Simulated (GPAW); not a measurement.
# Ballistic transport through a Pb chain with one O atom in line, from relaxation to T(E), part 3 of 3

Aim: the conductance of a Pb chain with one O atom in line after relaxation, and whether geometry, basis or functional moves it most.

GPAW 26.7.0; GPAW LCAO, PAW setups; relaxation of the junction within the symmetry of its start, lead ends held (the session's first sound run).

So far, transmission at the Fermi level (one spin): step 3 (double-zeta polarised basis, PBE, GPAW) 1.47; step 4 (basis szp(dzp), PBE, GPAW) 1.66; step 5 (basis sz(dzp), PBE, GPAW) 1.85; step 6 (LDA) 1.53; step 7 (the structure as built: geometry = "as built", PBE, GPAW) 1.53.

### Step 10. K-points along the lead 2, smearing 0.05

The lead's own mesh along the current sets its density and potential; where the lead is aligned to the junction's end layer, a rigid shift drops out. Smearing helps the SCF of a metal converge, but it blurs occupations at band edges near the Fermi level.

This step: GPAW LCAO, PAW setups; Landauer transmission from Green's functions with principal layers (ASE), zero bias (GPAW 26.7.0).

File run.py:

```python
import json
import numpy as np
from ase import Atoms
from ase.transport.calculators import TransportCalculator
from gpaw import GPAW, FermiDirac
from gpaw.lcao.tools import get_lcao_hamiltonian
from scipy.linalg import eigh

# The junction with lead layers at both ends, along the third cell vector
device = Atoms(
    ['Pb', 'Pb', 'Pb', 'Pb', 'Pb', 'Pb', 'O', 'Pb', 'Pb', 'Pb', 'Pb', 'Pb', 'Pb'],
    positions=[
        [4.50000, 4.50000, 1.45000],
        [4.50000, 4.50000, 4.35000],
        [4.50000, 4.50000, 7.25000],
        [4.50000, 4.50000, 10.15000],
        [4.50000, 4.50000, 13.05000],
        [4.50000, 4.50000, 15.84019],
        [4.50000, 4.50000, 17.91010],
        [4.50000, 4.50000, 19.98001],
        [4.50000, 4.50000, 22.77020],
        [4.50000, 4.50000, 25.67020],
        [4.50000, 4.50000, 28.57020],
        [4.50000, 4.50000, 31.47020],
        [4.50000, 4.50000, 34.37020]],
    cell=[[9.0, 0.0, 0.0], [0.0, 9.0, 0.0], [0.0, 0.0, 35.8202]],
    pbc=True)

# One principal layer of the lead: the first 3 atoms of the device
lead = Atoms(
    ['Pb', 'Pb', 'Pb'],
    positions=[
        [4.50000, 4.50000, 1.45000],
        [4.50000, 4.50000, 4.35000],
        [4.50000, 4.50000, 7.25000]],
    cell=[[9.0, 0.0, 0.0], [0.0, 9.0, 0.0], [0.0, 0.0, 8.7]],
    pbc=True)

settings = dict(mode='lcao', basis='dzp', xc='PBE', h=0.18,
                occupations=FermiDirac(0.05), maxiter=250,
                mixer=dict(beta=0.1, nmaxold=8, weight=100.0),
                convergence=dict(density=0.0001))
energies = np.arange(-2, 2 + 1e-9, 0.025)
eta = 0.0001
n1, n2 = 1, 1
# k and -k transmit alike, so half of the mesh across the current serves
mesh = [(i, j) for i in range(n1) for j in range(n2) if (i, j) <= (-i % n1, -j % n2)]
weights = np.array([1 if (i, j) == (-i % n1, -j % n2) else 2 for i, j in mesh]) / (n1 * n2)


def ground_state(atoms, size, txt):
    atoms.calc = GPAW(kpts={'size': size, 'gamma': True}, symmetry={'tolerance': 1e-3}, txt=txt, **settings)
    atoms.get_potential_energy()
    return atoms.calc.get_fermi_level()


def blocks(atoms, fermi, points, nz, cells):
    """H - E_F S and S between cell 0 and the cells above it, at each point across the current."""
    kz = np.arange(nz) / nz
    calc = atoms.calc.fixed_density(kpts=[(*k, z) for k in points for z in kz], symmetry='off', txt=None)
    H, S = get_lcao_hamiltonian(calc)
    H = (H - fermi * S).reshape(len(H), len(points), nz, *S.shape[1:])
    S = S.reshape(H.shape[1:])
    phases = [np.exp(-2j * np.pi * kz * R) / nz for R in cells]
    return [(np.einsum('skzij,z->ksij', H, p), np.einsum('kzij,z->kij', S, p)) for p in phases]


def pair(a, b):
    return np.block([[a, b], [b.T.conj(), a]])


def count_channels(h, s, cells, nk=240):
    """Half the number of times that the lead's bands cross each energy, unfolded to its shortest repeat."""
    b = len(h) // cells
    bands = []
    for k in (np.arange(nk + 1) + 0.5) / nk:
        hk, sk = h[:b, :b].copy(), s[:b, :b].copy()
        for R in range(1, cells):
            phase, block = np.exp(2j * np.pi * k * R), slice(R * b, (R + 1) * b)
            hk += h[:b, block] * phase + (h[:b, block] * phase).T.conj()
            sk += s[:b, block] * phase + (s[:b, block] * phase).T.conj()
        w, u = eigh(sk)
        x = u[:, w > 1e-5] / w[w > 1e-5]**0.5  # drop near-dependent combinations
        bands.append(np.r_[eigh(x.T.conj() @ hk @ x, eigvals_only=True), [1e9] * (w <= 1e-5).sum()])
    below = np.array(bands)[:, :, None] < energies
    return (below[1:] != below[:-1]).sum((0, 1)) / 2


fermi_lead = ground_state(lead, (1, 1, 2), 'lead.txt')
fermi_device = ground_state(device, (1, 1, 2), 'device.txt')
T, channels, eigen, tail, misfit, shifts = [], [], [], 0.0, 0.0, []
for first in range(0, len(mesh), 657):
    points = [(i / n1, j / n2) for i, j in mesh[first:first + 657]]
    (H0k, S0k), (H1k, S1k), (H2k, _) = blocks(lead, fermi_lead, points, 5, range(3))
    [(Hk, Sk)] = blocks(device, fermi_device, points, 2, [0])
    tail = max(tail, abs(H2k).max())
    for H0, S0, H1, S1, H, S in zip(H0k, S0k, H1k, S1k, Hk, Sk):
        n = len(S0)
        # Shift the lead onto the potential of the device's first layer
        shift = ((H[:, 0, 0] - H0[:, 0, 0]) / S0[0, 0]).real.mean()
        shifts.append(shift)
        misfit = max(misfit, abs(H[:, :n, :n] - H0 - shift * S0).max())
        Tk, Ck, Ek = [], [], []
        for s in range(len(H)):
            t = s % len(H0)  # a lead without moments serves both spins
            h1, s1 = pair(H0[t] + shift * S0, H1[t] + shift * S1), pair(S0, S1)
            leads = dict(h1=h1, s1=s1, energies=energies, eta=eta, eta1=eta, eta2=eta)
            calc = TransportCalculator(h=H[s], s=S, eigenchannels=3, **leads)
            Tk.append(calc.get_transmission())
            Ek.append(np.sort(calc.eigenchannels_ne, axis=0)[::-1])
            Ck.append(count_channels(h1, s1, 6))
        T.append(Tk)
        channels.append(Ck)
        eigen.append(Ek)
T, channels = np.array(T), np.array(channels)
mean, open_channels = np.einsum('kse,k->se', T, weights), np.einsum('kse,k->se', channels, weights)

print(f'basis functions: device {len(S)}, principal layer {n}')
print(f'Fermi level: lead {fermi_lead:.4f} eV, device {fermi_device:.4f} eV; lead shifted by {np.mean(shifts):.4f} eV')
print(f'largest coupling past the next layer {tail:.2e} eV, largest misfit of the first layer {misfit:.3f} eV')
print('  E-E_F (eV)   ' + 'T (one spin)  channels')
for e, t, c in zip(energies, mean.T, open_channels.T):
    print(f'{e:10.3f}  ', *[f'{x:11.4e}' for x in t], *[f'{x:9.4f}' for x in c])

kT = 8.617333e-5 * 300
fine = np.linspace(energies[0], energies[-1], 4001)
both = np.exp(np.interp(fine, energies, np.log(np.maximum(mean.sum(0) * 2 / len(mean), 1e-30))))
fermi = lambda mu: 1 / (1 + np.exp(np.clip((fine - mu) / kT, -200, 200)))
slope = fermi(0) * (1 - fermi(0)) / kT
G = np.trapezoid(both * slope, fine) / 2
seebeck = -np.trapezoid(both * slope * fine, fine) / (2 * G * 300) * 1e6
print(f'conductance at 300 K: {G:.5g} G0 a cell; thermopower {seebeck:.4g} uV/K')
bias = [0.1, 0.2, 0.5, 1.0, 1.5, 2.0]
current = [38.74 * np.trapezoid(both * (fermi(V / 2) - fermi(-V / 2)), fine) for V in bias]
for V, I in zip(bias, current):
    print(f'current from the zero-bias T(E) at {V} V: {I:.5g} uA')
zero = abs(energies).argmin()
json.dump(dict(energies=energies.tolist(), T=mean.tolist(), channels=open_channels.tolist(), G=G, seebeck=seebeck,
               bias=bias, current=current, tail=tail, misfit=misfit, shift=np.mean(shifts), n_device=len(S), n_lead=n,
               fermi=[fermi_lead, fermi_device], energy=device.get_potential_energy(),
               moments=device.get_magnetic_moments().tolist(), mesh=mesh, weights=weights.tolist(),
               T_k=T[:, :, zero].tolist(), eigen=np.array(eigen[0]).tolist()), open('result.json', 'w'))
```

Launch:

```
OMP_NUM_THREADS=1 OPENBLAS_NUM_THREADS=1 python run.py
```

Elapsed: 3.1 min, on 1 thread of Intel Xeon Platinum 8259CL at 2.50GHz (Skylake/Cascade Lake), shared host; peak memory 1.7 GiB.

The run finished with changed settings (lead_nz = 2 and width = 0.05); it serves as a test.

The two runs compared:

```
                                           quantity  this run   sound run  difference
                                   conductance (G₀)    1.5821      1.4666       0.115
                                 thermopower (μV/K)   -4.1899      2.4776       -6.67
largest coupling past the next principal layer (eV)  2.754e-8    2.756e-8    -1.6e-11
   largest misfit of the first principal layer (eV)   0.20767    0.022249       0.185
                    shift that aligns the lead (eV)  0.057787  -0.0023127      0.0601
         transmission at the Fermi level (one spin)    1.6060      1.4713       0.135
```

The thermopower changes sign: -4.19 μV/K against 2.48 μV/K.

### Step 11. Outcome

```
conductance                                        : 1.47 G₀
transmission at the Fermi level, mean of the spins : 1.47
thermopower                                        : 2.48 μV/K
open channels of the lead there                    : 3
```

What this shows: In the dzp basis the junction conducts 1.47 G₀ at 300 K, with T = 1.47 a spin at the Fermi level; no smaller basis tried comes within 10 % of that conductance. Relaxation moved atoms by up to 0.11 Å and took the conductance from 1.52 to 1.47 G₀, as a ratio a smaller change than the step from dzp to the minimal basis. The scatterer reflects about 51 % of the incoming channels at the Fermi level. At the Fermi level the three most open eigenchannels pass 0.51, 0.48 and 0.48. Measured against the first run (dzp), the nearest curve is that of dzp-LDA (r.m.s. 0.038) and the farthest that of sz (0.27). Over the compared runs wall time goes from 106 s (sz) to 176 s (asbuilt), on a shared host. The leads kept an estimated spacing and the cell its length, so the junction may be under some tension or compression. The geometry comes from the orbital basis, which tends to overbind, and kept the symmetry of the start, so a structure of lower symmetry may lie lower. Spin-orbit coupling is left out, which matters for the heavy atoms here. An evenly spaced straight chain is an idealisation: free chains tend to dimerise, zigzag or, where a band edge lies near the Fermi level, turn magnetic. The currents use the zero-bias T(E) throughout, which holds only while the bias is small against the distance to the nearest feature.

[Logs are printed without paths, hosts, clocks, repeated set-up lines and the standing remarks that a program may print on its own settings, such as how far it seeks lower states.]

[Hosts, paths, dates, database ids (printed as entryN), source tags and the programs' standing remarks are cut or masked in the printed files.]
